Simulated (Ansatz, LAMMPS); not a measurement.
# Aqueous H3O+ and Cl-, 2.6 mol of acid per kg of water at 280 K (207 atoms): support functions against a reference, part 2 of 2

Wanted: errors and times of a linear-scaling basis for aqueous H3O+ and Cl-, 2.6 mol of acid per kg of water at 280 K (207 atoms). A setting counts as converged where the r.m.s. difference of forces stays under 1 % of the r.m.s. force.

Ansatz 0.2.0; Kohn-Sham DFT, PBE+D4, PAW (set soft_2), plane waves.

The cell: 67 O, 137 H and 3 Cl. The network of contacts between molecules at the start is that of the classical potential that made the cell. The density was typed from a rule of thumb and may lie off the real one at this temperature. Only the Γ point is sampled, in a cell whose shortest periodic width is 13 Å.

So far. Step 13 (Support functions medium, radius 5.1 Å): Forces differ from the reference by 1.9 meV/Å r.m.s., 0.33 % of their size, within a tolerance of 1 %; the energy by -0.72 meV/atom. It took 9.5 times the reference's time (shared host, so rough).

## (16) The first run in detail

The first run, on the default basis, asked for the full analyses, so its electronic structure is set out here.

Neighbours are counted within 1.21 Å (H-O).

Length of the force by element and coordination:

```
element  coordination  atoms  mean length of the force (eV/Å)  spread  least   most
     Cl           all      3                            0.289  0.0829  0.217  0.405
      H           all    137                            0.993   0.418  0.189   4.16
      O           all     67                            0.701   0.482  0.163   3.99
      O             2     64                            0.630   0.239  0.163   1.27
      O             3      3                             2.21    1.26   1.24   3.99
```

Intrinsic-atomic-orbital charges by element and coordination:

```
element  coordination  atoms  mean charge (e)  spread   least    most
     Cl           all      3           -0.520  0.0075  -0.530  -0.512
      H           all    137            0.382  0.0168   0.347   0.437
      O           all     67           -0.757  0.0504  -0.858  -0.559
      O             2     64           -0.766  0.0287  -0.858  -0.694
      O             3      3           -0.564  0.0038  -0.568  -0.559
```

Density of states as counts of states in windows of 1 eV (from the Fermi level), total and the larger projections:

```
from (eV)  to (eV)  total   O p   H s  O s
      -14      -12    0.0   0.0   0.0  0.0
      -12      -11    6.0   4.3   1.5  0.0
      -11      -10    8.2   5.8   2.1  0.0
      -10       -9   63.4  43.3  18.6  0.1
       -9       -8   59.0  41.0  16.9  0.2
       -8       -7    8.9   7.1   1.3  0.5
       -7       -6   26.9  20.7   2.9  2.7
       -6       -5   54.0  43.3   4.1  5.0
       -5       -4   45.2  38.5   2.0  3.2
       -4       -3   98.9  83.8   0.8  0.6
       -3       -2   44.8  42.6   0.2  0.1
       -2       -1    4.7   4.7   0.0  0.0
       -1        1    0.0   0.0   0.0  0.0
        1        2    1.8   0.1   1.2  0.4
        2        3    2.4   0.2   1.5  0.4
        3        4   14.2   1.2   8.4  2.4
        4        5   27.2   2.4  15.0  3.8
```

Between -25 and -14 eV lie 140 more states.

The levels nearest the highest filled one (over half full), pooled over k-points and spins:

```
level less the highest filled one (eV)  occupation
                                -0.517           2
                                -0.238           2
                                 -0.19           2
                                -0.146           2
                               -0.0668           2
                                     0           2
                                  3.74           0
                                  4.62           0
                                  5.02           0
                                  5.09           0
                                  5.12           0
                                  5.19           0
```

Electrostatic potential energy in the ab plane at fractional z = 0.190, with atoms of O and H and Cl within 0.2 Å of it. With pseudopotentials it is smooth inside the atoms' cores, unlike the true potential.

Ten even steps from '0' (-39 eV) to '9' (5 eV), each cell a mean:
```
9999999987675689999999999999999999999
9999999999999999999999999998889999999
9999999999999999999999999998789999999
7899999999999999999878888999899999998
0289999999999997877307899999999999972
0079999998989871166768999999999999960
3699999999999985689999999889999999830
8999999999999999999999988118999999854
9999999999999999988889985248999999999
9999999999999998412588985479999865689
9999999999999987000388999899999500048
9999999999999998631388999999998400038
9999999999999999884489999999999743479
9999999999999999999877999999988999999
9999999999999999999511499999988999999
9999867899999999999501589999999999999
9999831169999999999746899999999999999
9999810049999999999888999999999999999
9999414689999999999999999999988899999
9999658999999999999999999999986227999
9988899999999999999845899999995004999
8511699999999999999831799999999768999
8523799656687899999988899999999999999
9888998412141288999999999999999999999
```
Columns run along a (12.8 Å; values clipped at the 3rd and 97th percentile), rows up along b (12.8 Å). Atoms in or near the plane, at fractional coordinates: O at (0.47, 0.56), H at (0.69, 0.66), H at (0.21, 0.02), H at (0.33, 0.00), H at (0.53, 0.80), H at (0.42, 0.75), O at (0.17, 0.27), H at (0.13, 0.21), H at (0.56, 0.10), O at (0.00, 0.77), H at (0.97, 0.70), Cl at (0.89, 0.52).

Valence density in the ab plane at fractional z = 0.190, with atoms of O and H and Cl within 0.2 Å of it. It is the smooth field of the valence electrons, not physical close to the nuclei.

Values in e/Å³, 13 rows by 16 columns, each cell a mean:
```
0.0 0.0 0.0 0.3 0.6 0.3 0.0 0.0 0.0 0.0 0.1 0.1 0.1 0.1 0.0 0.0
0.1 0.0 0.0 0.0 0.0 0.0 0.0 0.1 0.1 0.2 0.3 0.2 0.2 0.1 0.0 0.1
3.5 0.3 0.1 0.1 0.1 0.1 0.3 0.8 0.9 0.3 0.2 0.1 0.0 0.0 0.1 1.6
1.9 0.2 0.0 0.1 0.1 0.1 0.3 0.5 0.2 0.1 0.1 0.2 0.0 0.0 0.1 1.4
0.1 0.0 0.0 0.0 0.0 0.0 0.1 0.4 0.2 0.1 0.9 1.0 0.1 0.1 0.2 0.2
0.1 0.0 0.0 0.0 0.0 0.0 0.5 4.3 1.7 0.1 0.7 0.5 0.1 0.7 1.2 0.7
0.1 0.0 0.0 0.0 0.0 0.0 0.1 0.9 0.7 0.1 0.0 0.0 0.1 0.7 1.2 0.8
0.0 0.0 0.0 0.0 0.0 0.0 0.0 0.1 1.2 1.6 0.1 0.0 0.1 0.2 0.2 0.1
0.0 0.1 1.1 0.7 0.1 0.0 0.0 0.1 1.6 2.1 0.2 0.1 0.2 0.1 0.0 0.0
0.0 0.3 3.2 2.8 0.2 0.1 0.1 0.0 0.2 0.1 0.0 0.0 0.1 0.1 0.1 0.0
0.1 0.2 0.6 0.2 0.0 0.0 0.0 0.1 0.2 0.2 0.0 0.0 0.2 1.9 1.3 0.1
0.9 1.9 0.3 0.1 0.1 0.0 0.0 0.1 0.8 0.8 0.0 0.0 0.1 1.7 1.1 0.1
0.7 1.1 0.3 1.1 1.8 0.8 0.1 0.0 0.1 0.1 0.0 0.0 0.0 0.1 0.0 0.1
```
Columns run along a (12.8 Å), rows up along b (12.8 Å). Atoms in or near the plane, at fractional coordinates: O at (0.47, 0.56), H at (0.69, 0.66), H at (0.21, 0.02), H at (0.33, 0.00), H at (0.53, 0.80), H at (0.42, 0.75), O at (0.17, 0.27), H at (0.13, 0.21), H at (0.56, 0.10), O at (0.00, 0.77), H at (0.97, 0.70), Cl at (0.89, 0.52).

Mean intrinsic-atomic-orbital charges: Cl -0.52, H +0.38, O -0.76 e. The largest share in the top eV of filled states is O p (98 % of the projected weight), and in the lowest eV of empty states H s (71 % of the projected weight).

## (17) Distances and neighbours

Bonds and neighbours are counted at the geometry of the runs.

Density 1.04 g/cm³, 10.11 Å³ an atom.

Pair distribution functions g(r), in bins of 0.2 Å:

```
r (Å)  total   H-H   H-O  H-Cl   O-O  O-Cl  Cl-Cl
 0.90   2.54  0.00  5.95  0.00  0.00  0.00   0.00
 1.10   2.77  0.00  6.50  0.00  0.00  0.00   0.00
 1.30   0.02  0.05  0.00  0.00  0.00  0.00   0.00
 1.50   0.12  0.20  0.07  0.00  0.00  0.00   0.00
 1.70   1.43  2.25  1.05  0.00  0.00  0.00   0.00
 1.90   0.62  0.31  1.10  0.52  0.00  0.00   0.00
 2.10   0.63  0.78  0.47  4.54  0.00  0.00   0.00
 2.30   0.65  1.08  0.32  1.90  0.00  0.00   0.00
 2.50   0.66  1.25  0.19  0.68  0.17  0.00   0.00
 2.70   0.88  0.93  0.42  0.27  2.77  0.00   0.00
 2.90   0.96  0.82  0.89  0.00  2.01  0.47   0.00
 3.10   1.08  0.84  1.30  0.20  1.01  4.73   0.00
 3.30   1.12  0.78  1.50  0.18  1.19  1.56   0.00
 3.50   1.15  1.02  1.34  1.98  0.69  1.02   0.00
 3.70   1.08  1.10  1.15  1.18  0.73  0.00   0.00
 3.90   1.08  1.19  1.04  1.20  0.85  0.27   0.00
 4.10   1.10  1.23  0.92  1.32  1.36  0.50   0.00
 4.30   1.01  1.03  1.00  0.56  1.10  1.14   0.00
 4.50   1.01  1.02  1.00  1.21  0.95  1.63   0.00
 4.70   1.01  0.98  1.01  1.47  1.04  1.32   0.00
 4.90   0.92  0.98  0.91  0.59  0.74  1.21   7.95
 5.10   0.94  0.92  0.92  1.17  1.06  0.96   0.00
 5.30   1.01  0.96  1.05  0.79  1.07  1.18   0.00
 5.50   1.00  1.04  0.98  1.34  0.96  0.83   6.30
 5.70   0.96  0.94  0.97  0.87  1.04  0.89   0.00
 5.90   0.99  0.96  1.03  0.93  1.02  0.60   0.00
 6.10   1.02  1.00  1.04  0.93  0.95  1.33   0.00
 6.30   1.03  1.02  1.05  1.13  1.01  0.93   0.00
```

Bonds by pair of elements; cutoffs follow the first minimum of g(r), held within bounds set by covalent radii, and pairs that aren't listed don't count as bonded:

```
pair A-B  cutoff (Å)  bonds  mean length (Å)  spread (Å)  shortest (Å)  B about A  A about B
     H-O        1.21    137                1       0.008         0.925          1       2.04
```

How many atoms have how many bonded neighbours:

```
element  mean  0    1   2  3
     Cl     0  3    0   0  0
      H     1  0  137   0  0
      O  2.04  0    0  64  3
```

Hydrogen bonds between water molecules (O–O under 3.5 Å, H–O···O angle under 30°):

```
hydrogen bonds to other water  molecules
                            0          1
                            1          5
                            2         11
                            3         21
                            4         24
                            5          2
```

First shells of the ions:

```
ion  count           shell  mean number
 Cl      3  H within 2.9 A         6.33
```

For some of the pairs, g(r) has its first main peak near 1.6 Å (H-H), 1.0 Å (H-O), 2.1 Å (H-Cl), 2.8 Å (O-O) and 3.1 Å (O-Cl). Counting bonds as in the table, all H atoms have 1 and 96 % of O atoms have 2 bonded neighbours. The 64 water molecules hold 3.06 hydrogen bonds each to other water on average, with a mean O–O distance of 2.85 Å. Ion shells in this frame: Cl 6.3 (H within 2.9 Å).

Local excerpt of 8 atoms (numbers count through the whole input) about Cl206, one of the 3 Cl atoms; x, y, z are measured from there.

```
 atom      x      y      z  distance (Å)  bonds  intrinsic-atomic-orbital charge (e)     Fx     Fy  Fz (eV/Å)
Cl206   0.00   0.00   0.00          0.00      0                                -0.52   0.11  -0.18      -0.03
 H125  -1.10  -1.03  -1.45          2.09      1                                 0.35  -0.22  -0.55      -0.18
  H81   1.35   1.11   1.17          2.10      1                                 0.35   0.87   0.24       0.51
 H176  -1.74   1.11   0.44          2.11      1                                 0.36  -0.60   0.52      -0.61
  H48  -0.82  -0.14   2.10          2.26      1                                 0.37  -0.91  -0.01       0.28
  H84   0.71   2.04  -1.03          2.39      1                                 0.38  -0.31   0.43      -1.01
  H45   1.38  -1.64   1.07          2.40      1                                 0.38   0.76  -0.89      -0.18
 H159   0.96  -0.99  -1.99          2.42      1                                 0.36   0.51   0.48      -0.95
```

The column of bonds counts only the pairs H-O within 1.21 Å; other neighbours, such as metal atoms beside each other in a compound, aren't counted, and periodic images can show an atom twice.

## (18) Outcome

| Property | Result |
| --- | --- |
| free energy per atom | -209.9835 eV/atom |
| pressure | -2.254 GPa |
| r.m.s. force component | 0.5784 eV/Å |
| gap (highest filled to lowest empty level) | 3.735 eV |
| wall time of the 11 DFT runs | 15 min |

In words: Against plane waves at 750 eV, the forces differ by 1.9 meV/Å (0.33 %) with support functions medium. At 207 atoms the fastest of the runs at a preset level, support functions low, takes 2.7 times the time of plane waves, in 10 SCF cycles against 9. Differences between support functions and plane waves include what basis error the plane-wave run still has. As the radius goes from 3.3 to 5.1 Å, the force difference goes from 1.9 to 1.9 meV/Å, and the time from 53 s to 2.7 min.

Filled and empty levels are parted by 3.74 eV (at Γ alone); a semilocal functional tends to put such gaps too low. In a disordered cell it changes from sample to sample and from frame to frame. Counting bonds as in the table, all H atoms have 1 and 96 % of O atoms have 2 bonded neighbours. The 64 water molecules hold 3.06 hydrogen bonds each to other water on average, with a mean O–O distance of 2.85 Å.

What to keep in mind: The force components of 0.58 eV/Å r.m.s. come partly from thermal motion and partly from the difference between the classical potential and DFT, above all in bond lengths inside molecules. The pressure of -2.3 GPa is that of one thermal frame, in which the classical model's bond lengths enter as well as the volume, without the kinetic term and with the strain of bonds inside molecules.

[Logs are printed without paths, hosts, clocks, repeated set-up lines and the standing remarks that a program may print on its own settings, such as how far it seeks lower states.]

[Hosts, paths, dates, database ids (printed as entryN), source tags and the programs' standing remarks are cut or masked in the printed files.]
